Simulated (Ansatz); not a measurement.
# LuZn (Pm-3m): phonons and vibrational spectra, part 2 of 2

Wanted: phonon frequencies of LuZn (Pm-3m) and what follows from them.

Ansatz 0.2.0; DFT PBEsol, scalar-relativistic, plane waves, PAW; PAW set soft_1.

So far. Step 3 (Relaxing to small forces for the phonons): The forces vanish by symmetry and the pressure is -0.005 GPa, within the tolerances set. The cell now holds 20.19 Å³/atom. Step 4 (Modes at Γ): Before it was imposed, the acoustic sum rule was missed by 1.7e-4 eV/Å². Small misses are needed for a sound result but don't prove that mesh and cutoff are converged. The lowest optical mode is real, 144 cm⁻¹. The relaxed cell has a = 3.431 Å (conventional setting).

**5. The dispersion (continued)**

Phonopy on the run's constants, 17x17x17 mesh, Gaussian sigma 2.0 cm-1. Interpolated from a 4×4×4 q mesh. The partial phonon density of states by wavenumber; read off at these points; values in 1/cm⁻¹/cell:

```
wavenumber (cm⁻¹)       Lu       Zn
            -10.0        0        0
             -5.0   5.5e-6        0
              0.0   8.9e-5   3.0e-5
              5.0   3.9e-5   1.6e-5
             10.0   4.7e-4   1.7e-4
             15.0   7.7e-4   2.8e-4
             20.0  0.00185   6.7e-4
             25.0  0.00182   6.5e-4
             30.0  0.00300  0.00106
             35.0  0.00497  0.00174
             40.0  0.00492  0.00168
             45.0   0.0115  0.00470
             50.0   0.0309   0.0173
             53.7   0.0422   0.0211
             55.0   0.0411   0.0197
             60.0   0.0369   0.0139
             65.0   0.0417   0.0128
             65.8   0.0417   0.0126
             70.0   0.0413   0.0111
             75.0   0.0385   0.0119
             80.0   0.0378   0.0104
             85.0   0.0398   0.0122
             90.0   0.0471   0.0106
             91.1   0.0476   0.0106
             95.0   0.0378  0.00641
            100.0   0.0187  0.00357
            105.0   0.0104  0.00189
            110.0  0.00415  0.00126
            115.0  0.00188  0.00597
            120.0  0.00609   0.0247
            125.0   0.0147   0.0620
            130.0   0.0202    0.101
            132.8   0.0216    0.132
            135.0   0.0246    0.111
            140.0   0.0411   0.0901
            141.6   0.0468   0.0940
            145.0   0.0316   0.0563
            150.0  0.00387  0.00444
            155.0   4.3e-5   4.3e-5
            160.0        0        0
```

Second derivatives of the energy by pair, one row for each kind of neighbour of each atom listed. Each entry sums the pair over the periodic images of the supercell that the q mesh stands for, and in a polar crystal it holds the long-range dipole part too. Force constants by pair, by row:

```
atom  neighbour  distance (Å)  third of the trace (eV/Å²)  along the pair's line (eV/Å²)
 Lu1     itself             0                       5.647                              –
 Lu1         Zn         2.971                     -0.4242                         -1.333
 Lu1         Lu         3.431                     -0.3371                         -1.087
 Lu1         Lu         4.852                      0.0142                         0.1082
 Lu1         Zn         5.689                     -0.0097                        -0.0071
 Lu1         Lu         5.942                     -0.0457                        -0.1672
 Lu1         Lu         6.861                      0.0342                        -0.0702
 Lu1         Zn         7.477                    -6.00e-4                        -0.0093
 Zn2     itself             0                       3.569                              –
 Zn2         Lu         2.971                     -0.4242                         -1.333
 Zn2         Zn         3.431                        0.08                         0.3248
 Zn2         Zn         4.852                     -0.0105                        -0.0166
 Zn2         Lu         5.689                     -0.0097                        -0.0071
 Zn2         Zn         5.942                     -0.0096                        -0.0308
 Zn2         Zn         6.861                     -0.0402                        -0.1723
 Zn2         Lu         7.477                    -6.00e-4                        -0.0093
```

Harmonic thermodynamic functions per atom, from the density of states. Interpolated from a 4×4×4 q mesh. Thermodynamic functions, by row:

```
T (K)  F_vib (meV/atom)  S (J/mol-atom/K)  C_V (J/mol-atom/K)
    0             19.18                 0                   0
   50             17.99             7.263               12.87
  100             11.03             19.13               20.58
  200             -17.6             34.69               23.72
  300            -58.93             44.46               24.39
  400            -108.8             51.51               24.63
  500            -165.2             57.02               24.74
  600            -226.7             61.54                24.8
  700            -292.5             65.36               24.84
  800              -362             68.68               24.86
  900            -434.7             71.61               24.88
 1000            -510.3             74.23               24.89
```

Harmonic mean-square displacement, third of the trace. Interpolated from a 4×4×4 q mesh. Mean square displacements, by row:

```
T (K)  Lu1 U_eq (Å²)  Zn2 U_eq (Å²)
    0        0.00126        0.00246
  100        0.00302        0.00465
  300        0.00847        0.01238
  600        0.01683        0.02445
```

Symmetry leaves 10 wavevectors to solve. The lowest mode among them, the acoustic zeros apart, lies at q = (0, 0.25, 0.25) and is real, 45.5 cm⁻¹.

**6. Another isotope**

An isotope changes the mass and not the force constants, so no new electronic calculation is needed; the shifts show which modes move this element.

The same force constants with the mass of Zn changed from 65.380 to 67.925 u (phonopy, no LO-TO term). Both lists are sorted by frequency; levels can cross, so a row need not hold one and the same mode. Modes under 3 cm⁻¹ are left out. Isotope shifts, by row:

```
          q  rank  natural mass (cm⁻¹)  changed mass (cm⁻¹)
      0 0 0     4                  144                  142
      0 0 0     5                  144                  142
      0 0 0     6                  144                  142
   0 0 0.25     1                52.76                52.57
   0 0 0.25     2                52.76                52.57
   0 0 0.25     3                71.88                71.51
   0 0 0.25     4                138.3                136.3
   0 0 0.25     5                138.4                136.3
   0 0 0.25     6                138.4                136.4
   0 0 -0.5     1                 81.6                 81.6
   0 0 -0.5     2                 81.6                 81.6
   0 0 -0.5     3                113.9                112.1
   0 0 -0.5     4                114.3                113.9
   0 0 -0.5     5                131.2                128.7
   0 0 -0.5     6                131.2                128.7
0 0.25 0.25     1                45.48                45.19
0 0.25 0.25     2                62.03                61.91
0 0.25 0.25     3                96.63                96.62
0 0.25 0.25     4                  124                121.7
0 0.25 0.25     5                134.8                132.5
0 0.25 0.25     6                144.9                143.1
```

A mode of this element alone would shift by -1.89 %. The highest zone-centre frequency without the field goes from 144.0 to 142.0 cm⁻¹ (-1.4 %). The product of the frequency ratios over all optical modes at Γ is 0.959; the product rule, (m/m′)^(3k/2) (M′/M)^(3/2) with k = 1 such atoms and M the mass of the cell, gives 0.959.

**7. Results**

* space group after relaxation (within 0.01 Å): Pm-3m
* volume per atom: 20.2 Å³
* electronic character: no gap on this mesh
* highest optical mode at the zone centre (no LO-TO term): 144 cm⁻¹
* lowest optical zone-centre mode: 144 cm⁻¹
* lowest mode on the q mesh (acoustic modes at Γ apart): 45.5 cm⁻¹
* highest frequency on the path or at a solved wavevector: 151 cm⁻¹
* zero-point energy per atom: 19.2 meV
* heat capacity at 300 K: 24.4 J/(mol atoms K)
* vibrational entropy at 300 K: 44.5 J/(mol atoms K)
* Debye temperature (second moment): 202 K
* imaginary modes on the 4×4×4 q mesh: none

The structure is a minimum as far as tested: no mode is imaginary at the 10 irreducible wavevectors of the 4×4×4 mesh, and the softest away from the acoustic zeros lies at 45 cm⁻¹. The optical modes at Γ form one degenerate level at 144 cm⁻¹. The highest mode in this list at Γ, 144.0 cm⁻¹, is mostly motion of Zn (73 % of the kinetic energy). With no gap, or one that is small against the smearing, the frequencies hang on the k mesh and the smearing, most of all near Kohn anomalies. The phonon runs are without spin polarisation, although the cell has an odd electron count. Spin-orbit coupling is left out, which can matter for the heavy elements here. The PAW files were made for PBE and serve the other functionals too. These are harmonic frequencies at zero temperature: anharmonic shifts, linewidths and thermal expansion are left out.

[Logs are printed without paths, hosts, clocks, repeated set-up lines and the standing remarks that a program may print on its own settings, such as how far it seeks lower states.]

[Hosts, paths, dates, database ids (printed as entryN), source tags and the programs' standing remarks are cut or masked in the printed files.]
